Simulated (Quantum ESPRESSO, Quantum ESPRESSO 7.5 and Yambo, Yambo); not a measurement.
## Quasiparticle gap of PtSe2 (1T monolayer) in Yambo

Aim: the G0W0 gap of PtSe2 (1T monolayer) on PBE, step by step.

Calculated with Quantum ESPRESSO 7.5 and Yambo 5.3.0; PBE and many-body steps on it, plane waves.

**The experiments to reproduce.**

- Gap 1.9 ± 0.05 eV: quasiparticle gap from STS, domains aligned with graphene; scanning tunneling spectroscopy; 8.5 K; monolayer (MBE-grown monolayer on epitaxial bilayer graphene, twist angle near 0 deg) on bilayer graphene on SiC(0001) (“Angular dependence of the interlayer coupling at the interface between two dimensional materials 1T-PtSe2 and graphene”, 2023, arxiv:2311.08165).

- Gap 2 ± 0.1 eV: quasiparticle gap of the first layer from STS; scanning tunnelling spectroscopy; 77 K; monolayer (MBE-grown first layer on HOPG) on HOPG (“Precise Layer-Dependent Electronic Structure of MBE-Grown PtSe2”, 2021, arxiv:2105.03334).

- Gap 1.95 ± 0.05 eV: quasiparticle gap of 1 ML from STS, average over islands; scanning tunnelling spectroscopy; monolayer (MBE-grown monolayer islands on bilayer graphene) on bilayer graphene on SiC(0001) (“Atomic-layer controlled THz Spintronic emission from Epitaxially grown Two dimensional PtSe2/ferromagnet heterostructures”, 2023, arxiv:2305.06895).

This is a report of a sequence of runs, with most program output left out.

## Step 1: Starting point

The cell holds 3 atoms: 1 Pt and 2 Se. Its edges and angles: a = 3.853 Å, b = 3.853 Å, c = 15.000 Å, α = 90.0°, β = 90.0°, γ = 120.0°. It derives from  ([{'formula': 'PtSe2', 'spacegroup': 164, 'source': 'prototype of the bulk crystal'}]). Vacuum lies along c.

The start is a generated structure, not a measured one. Spin-orbit coupling is left out unless a step names it.

## Step 2: Relaxation

This step: Quantum ESPRESSO 7.5; DFT, PBE, plane waves, norm-conserving pseudopotentials.

A relaxation at this level of theory: leftover forces would pass straight into the levels.

File pw.in:

```
&control
  calculation = 'vc-relax'
  prefix = 'x'
  outdir = 'o'
  pseudo_dir = 'pseudo'
  forc_conv_thr = 4e-4
  nstep = 60
/
&system
  ibrav = 0
  nat = 3
  ntyp = 2
  ecutwfc = 98.89999999999999
  nbnd = 30
  force_symmorphic = .true.
  occupations = 'smearing'
  smearing = 'fd'
  degauss = 0.002
/
&electrons
  conv_thr = 1e-9
  electron_maxstep = 80
  mixing_beta = 0.5
/
&ions
/
&cell
  press_conv_thr = 0.3
  cell_dofree = '2Dxy'
/
ATOMIC_SPECIES
  Pt 195.08 Pt.upf
  Se 78.971 Se.upf
CELL_PARAMETERS angstrom
  3.8527425800 0.0000000000 0.0000000000
  -1.9263712900 3.3365729485 0.0000000000
  0.0000000000 0.0000000000 15.0000000000
ATOMIC_POSITIONS crystal
  Pt 0.0000000000 0.0000000000 0.5000000000
  Se 0.3333333333 0.6666666667 0.6043677216
  Se 0.6666666667 0.3333333333 0.3956322784
K_POINTS automatic
  6 6 1 0 0 0
```

The run is started by

```bash
> OMP_NUM_THREADS=1 mpirun -n 8 pw.x -nk 8 -in pw.in > pw.out
```

It took 2.9 min on 8 MPI ranks of AMD EPYC 7R43, shared host; peak memory 1.6 GiB.

Relaxation path:

```csv
step,energy less that of the first step (eV),largest force (eV/Å),volume (Å³)
1,0.0000,2.4736,192.82
2,-0.3289,2.1140,189.56
3,-0.6207,1.6158,186.05
4,-0.8804,0.6421,180.99
5,-0.9110,0.0574,178.42
6,-0.9140,0.0859,179.22
7,-0.9154,0.1038,179.71
8,-0.9171,0.1015,180.25
9,-0.9192,0.0807,181.06
10,-0.9211,0.0337,182.27
11,-0.9213,0.0045,182.80
12,-0.9210,0.0045,182.80
```

```csv
cell as run,before,after,change
a (Å),3.853,3.751,-2.6 %
b (Å),3.853,3.751,-2.6 %
```

The atoms that moved most (Å, along periodic axes as changes of fractional coordinates times the final cell, across vacuum about the mean position):

```csv
atom,dx,dy,dz,length
Se2,0.000,0.000,-0.261,0.261
Se3,0.000,0.000,0.261,0.261
```

The relaxed structure:

```
Pt Se
1.0
     3.75121    0.00000    0.00000
    -1.87560    3.24864    0.00000
     0.00000    0.00000   15.00000
Pt Se
1 2
Direct
  0.00000 0.00000 0.50000
  0.33333 0.66667 0.58698
  0.66667 0.33333 0.41302
```

## Step 3: Ground state

The ground-state density comes first.

File pw.in:

```
&control
  calculation = 'scf'
  prefix = 'x'
  outdir = 'o'
  pseudo_dir = 'pseudo'
  tprnfor = .true.
  tstress = .true.
/
&system
  ibrav = 0
  nat = 3
  ntyp = 2
  ecutwfc = 104.0
  nbnd = 38
  force_symmorphic = .true.
/
&electrons
  conv_thr = 1e-10
  electron_maxstep = 80
  mixing_beta = 0.5
/
ATOMIC_SPECIES
  Pt 195.08 Pt.upf
  Se 78.971 Se.upf
CELL_PARAMETERS angstrom
  3.7512087407 -0.0000000002 0.0000000000
  -1.8756043702 3.2486420644 0.0000000000
  0.0000000000 0.0000000000 15.0000000000
ATOMIC_POSITIONS crystal
  Pt 0.0000000000 0.0000000000 0.5000000000
  Se 0.3333333333 0.6666666667 0.5869754156
  Se 0.6666666667 0.3333333333 0.4130245844
K_POINTS automatic
  9 9 1 0 0 0
```

Run time: 42 s. Hardware: 8 MPI ranks; peak memory 1.7 GiB; 5.3 min of CPU time.

This step gave:

| Item | Value |
| --- | --- |
| total energy | -21963.9754 eV |
| gap | 1.396 eV |
| k of the valence top | 0, 0, 0 |
| k of the conduction bottom | 0, 0.2222, 0 |
| least direct gap | 1.501 eV |
| pressure | 0.023 GPa |

The gap is indirect, with the least direct gap 0.10 eV higher.

With these pseudopotential files and this cutoff the stress is not reliable, so the pressure is no result.

## Step 4: Bands along the symmetry lines

Levels along a band path, at the cheap level, show where the edges lie and whether the meshes to come will hold them.

File pw.in:

```
&control
  calculation = 'bands'
  prefix = 'x'
  outdir = 'o'
  pseudo_dir = 'pseudo'
/
&system
  ibrav = 0
  nat = 3
  ntyp = 2
  ecutwfc = 104.0
  nbnd = 39
  force_symmorphic = .true.
/
&electrons
  conv_thr = 1e-9
  electron_maxstep = 80
  diago_full_acc = .true.
  diago_thr_init = 5e-6
/
ATOMIC_SPECIES
  Pt 195.08 Pt.upf
  Se 78.971 Se.upf
CELL_PARAMETERS angstrom
  3.7512087407 -0.0000000002 0.0000000000
  -1.8756043702 3.2486420644 0.0000000000
  0.0000000000 0.0000000000 15.0000000000
ATOMIC_POSITIONS crystal
  Pt 0.0000000000 0.0000000000 0.5000000000
  Se 0.3333333333 0.6666666667 0.5869754156
  Se 0.6666666667 0.3333333333 0.4130245844
K_POINTS crystal
  25
  0.00000000 0.00000000 0.00000000 1
  0.06250000 0.00000000 0.00000000 1
  0.12500000 0.00000000 0.00000000 1
  0.18750000 0.00000000 0.00000000 1
  0.25000000 0.00000000 0.00000000 1
  0.31250000 0.00000000 0.00000000 1
  0.37500000 0.00000000 0.00000000 1
  0.43750000 0.00000000 0.00000000 1
  0.50000000 0.00000000 0.00000000 1
  0.47916667 0.04166667 0.00000000 1
  0.45833333 0.08333333 0.00000000 1
  0.43750000 0.12500000 0.00000000 1
  0.41666666 0.16666666 0.00000000 1
  0.39583333 0.20833333 0.00000000 1
  0.37500000 0.25000000 0.00000000 1
  0.35416666 0.29166666 0.00000000 1
  0.33333333 0.33333333 0.00000000 1
  0.29166666 0.29166666 0.00000000 1
  0.25000000 0.25000000 0.00000000 1
  0.20833333 0.20833333 0.00000000 1
  0.16666666 0.16666666 0.00000000 1
  0.12500000 0.12500000 0.00000000 1
  0.08333333 0.08333333 0.00000000 1
  0.04166667 0.04166667 0.00000000 1
  0.00000000 0.00000000 0.00000000 1
```

Run time: 16 s. Hardware: 8 MPI ranks; peak memory 1.5 GiB.

Numbers from this step:

| Quantity | Value |
| --- | --- |
| gap | 1.408 eV |
| k of the valence top | 0.0417, 0.0417, 0 |
| k of the conduction bottom | 0.25, 0, 0 |
| least direct gap | 1.577 eV |

The gap is 1.408 eV, +0.012 eV from the run before at this level.

Electronic bands along the path, in eV, zero at the top of the highest filled band:

```csv
point,band 30,band 31,band 32,band 33,band 34,band 35,band 36,band 37
Γ,-1.17,-0.54,0.00,0.00,2.96,2.96,4.35,5.28
halfway,-2.14,-0.55,-0.35,-0.17,1.41,2.56,5.44,5.67
M,-2.22,-1.89,-1.80,-1.33,2.39,2.72,4.73,6.23
halfway,-2.28,-2.20,-1.15,-0.93,1.98,2.24,5.48,7.29
K,-2.44,-2.14,-0.93,-0.93,1.83,1.83,6.11,8.15
halfway,-2.17,-0.82,-0.66,0.00,1.80,1.84,5.88,6.23
Γ,-1.17,-0.54,0.00,0.00,2.96,2.96,4.35,5.28
```

## Step 5: Empty states on the mesh, 6×6×1 mesh, 84 bands

The sums over transitions need many empty states on a uniform mesh; this step solves for them.

File pw.in:

```
&control
  calculation = 'nscf'
  prefix = 'x'
  outdir = 'o'
  pseudo_dir = 'pseudo'
/
&system
  ibrav = 0
  nat = 3
  ntyp = 2
  ecutwfc = 104.0
  nbnd = 84
  force_symmorphic = .true.
/
&electrons
  conv_thr = 1e-9
  electron_maxstep = 80
  diago_full_acc = .true.
  diago_thr_init = 5e-6
/
ATOMIC_SPECIES
  Pt 195.08 Pt.upf
  Se 78.971 Se.upf
CELL_PARAMETERS angstrom
  3.7512087407 -0.0000000002 0.0000000000
  -1.8756043702 3.2486420644 0.0000000000
  0.0000000000 0.0000000000 15.0000000000
ATOMIC_POSITIONS crystal
  Pt 0.0000000000 0.0000000000 0.5000000000
  Se 0.3333333333 0.6666666667 0.5869754156
  Se 0.6666666667 0.3333333333 0.4130245844
K_POINTS automatic
  6 6 1 0 0 0
```

The run is started by

```bash
> OMP_NUM_THREADS=1 mpirun -n 8 pw.x -nk 4 -in pw.in > pw.out
```

Run time: 13 s. Hardware: 8 MPI ranks; peak memory 1.3 GiB.

This step gave:

```
gap                                                           : 1.671 eV
k of the valence top                                          : 0.1667, 0.1667, 0
k of the conduction bottom                                    : 0, 0.1667, 0
least direct gap                                              : 1.743 eV
k points computed                                             : 7
lowest point of the top converged band, above the valence top : 24.32 eV
```

On this mesh the gap is 1.671 eV. The earlier step found 1.396 eV, so this mesh misses an edge.

## Step 6: Conversion and set-up

This step: Yambo 5.3.0; conversion and set-up on PBE, plane waves, norm-conserving pseudopotentials.

The states are converted to the many-body program's format and the q mesh is built.

The run is started by

```bash
> (cd o/x.save; p2y > p2y.log; mv SAVE ../..); yambo > setup.log
```

Elapsed: 5.3 s, on 1 MPI rank; peak memory 0.27 GiB.

## Step 7: Screening and self-energy, 6×6×1 mesh, 84 bands, screening to 74.8 eV

G0W0 replaces the xc potential by the self-energy, built once from these orbitals. Only a window of levels is corrected, while the sums run over the empty bands that the input names.

This step: G0W0 on PBE, plane waves, norm-conserving pseudopotentials.

File gw1.in:

```
HF_and_locXC
gw0
dyson
ppa
em1d
rim_cut
rim_w
RandQpts= 3000000
RandGvec= 100 RL
CUTGeo= "slab z"
RandGvecW= 9 RL
EXXRLvcs= 104 Ry
VXCRLvcs= 416 Ry
Chimod= "HARTREE"
% BndsRnXp
 1 | 84 |
%
NGsBlkXp= 5.5 Ry
% LongDrXp
 1 | 1 | 0 |
%
% GbndRnge
 1 | 84 |
%
DysSolver= "n"
ExtendOut
PPAPntXp= 27.21138 eV
% QPkrange
 5 | 5 | 32 | 35 |
 2 | 2 | 32 | 35 |
 1 | 1 | 32 | 35 |
%
```

The run is started by

```bash
> OMP_NUM_THREADS=2 mpirun -n 4 yambo -F gw1.in -J gw1 -C gw1 > gw1.log
```

It took 2.9 min on 4 MPI ranks; peak memory 5.6 GiB; 19 min of CPU time.

Numbers from this step:

- G0W0 gap on the points computed: 2.712 eV
- starting gap on the mesh: 1.671 eV
- k of the valence top: 0, 0, 0
- k of the conduction bottom: 0, 0.1667, 0
- least direct G0W0 gap on the computed points: 2.745 eV
- Z at the valence top: 0.7435
- Z at the conduction bottom: 0.7434

The gap on the mesh goes from 1.67 eV to 2.71 eV, a correction of +1.04 eV. The start differs from the 1.40 eV found before because the two sample other k points.

Limits: finite bands, cutoff and mesh; no spin polarisation; d states lean on the start; no spin-orbit coupling. v1 is the top filled band, c1 the lowest empty one. The levels before and after the correction (eV, zero at the valence-band top of each column):

```csv
,conduction bottom,valence top
Kohn-Sham,1.67,0.00
G0W0,2.71,0.00
```

```csv
,level,energy (eV)
Kohn-Sham,Γ v2-v1,0.000
Kohn-Sham,Γ c1-c2,2.961
Kohn-Sham,(0 0.167 0) v2,-0.122
Kohn-Sham,(0 0.167 0) v1,-0.071
Kohn-Sham,(0 0.167 0) c1,1.671
Kohn-Sham,(0 0.167 0) c2,2.654
G0W0,Γ v2-v1,0.000
G0W0,Γ c1-c2,4.224
G0W0,(0 0.167 0) v2,-0.215
G0W0,(0 0.167 0) v1,-0.033
G0W0,(0 0.167 0) c1,2.712
G0W0,(0 0.167 0) c2,3.877
```

## Step 8: Where the time went

Times are wall times on the hardware named with each run, good to a factor of about two.

```csv
step,time,share,memory (GiB)
relaxation,2.9 min,41 %,1.6
ground state,42 s,10 %,1.7
bands along the symmetry lines,16 s,4 %,1.5
empty states on the mesh,13 s,3 %,1.3
conversion and set-up,5.3 s,1 %,0.27
screening and self-energy,2.9 min,41 %,5.6
```

## Step 9: What came out

```
PBE gap                              : 1.40 eV, indirect
G0W0 gap on the mesh                 : 2.71 eV
G0W0 gap over the zone (rigid shift) : 2.44 eV
GW settings                          : 6×6×1 mesh, 84 bands, screening to 74.8 eV, Godby-Needs plasmon pole
known limits                         : not at the basis limit; no spin polarisation; d states lean on the start; no spin-orbit coupling
```

In words: G0W0 moves the gap on the mesh from 1.67 eV to 2.71 eV (+1.04 eV), with Z of 0.74 and 0.74 at the edges. The mesh misses the band edges by 0.28 eV in all; a rigid shift gives 2.44 eV for the zone. Only 3 of the mesh's irreducible points were corrected, so a valley elsewhere could overtake. Against experiment, by G0W0@PBE: the gap of 2.44 eV lies +0.54 eV from the measured 1.9 ± 0.05 eV (electronic, 8.5 K, on bilayer graphene on SiC(0001), 2023); the gap of 2.44 eV lies +0.44 eV from the measured 2 ± 0.1 eV (electronic, 77 K, on HOPG, 2021); the gap of 2.44 eV lies +0.49 eV from the measured 1.95 ± 0.05 eV (electronic, on bilayer graphene on SiC(0001), 2023). The computed sheet is free-standing; a substrate or cover screens it further and lowers both gap and binding, while the exciton line moves little. The calculation has static nuclei and no excitons; a measured gap holds zero-point and thermal motion, which mostly lowers it. With atoms this heavy the missing spin-orbit coupling can matter too. Bands and cutoff are finite, so the gap is not at the basis limit. The miss can reach some tenths of an eV and take either sign; the mesh is an error of its own. In the G0W0 run levels were corrected at 3 k points alone, so a gap called «on the mesh» is the least over those, and an edge elsewhere would be missed. A denser mesh or path gives a starting gap of 1.40 eV: the GW mesh misses a band edge, so its gaps are not the fundamental one. The runs have no spin polarisation. For a closed low-spin shell that is the natural state; where a d or f shell is open it is a constraint, and the gap is then not the crystal's own. With d states at the gap, one-shot GW leans hard on its start.

[Paths, hosts, dates, memory and timing lines, banners, echoed tables and standing remarks are left out of the program output.]

[Logs are printed without paths, hosts, clocks, repeated set-up lines and the standing remarks that a program may print on its own settings, such as how far it seeks lower states.]

[Runs of the session that timed out or met a known fault of the program may be left out.]

[Hosts, paths, dates, database ids (printed as entryN), source tags and the programs' standing remarks are cut or masked in the printed files.]
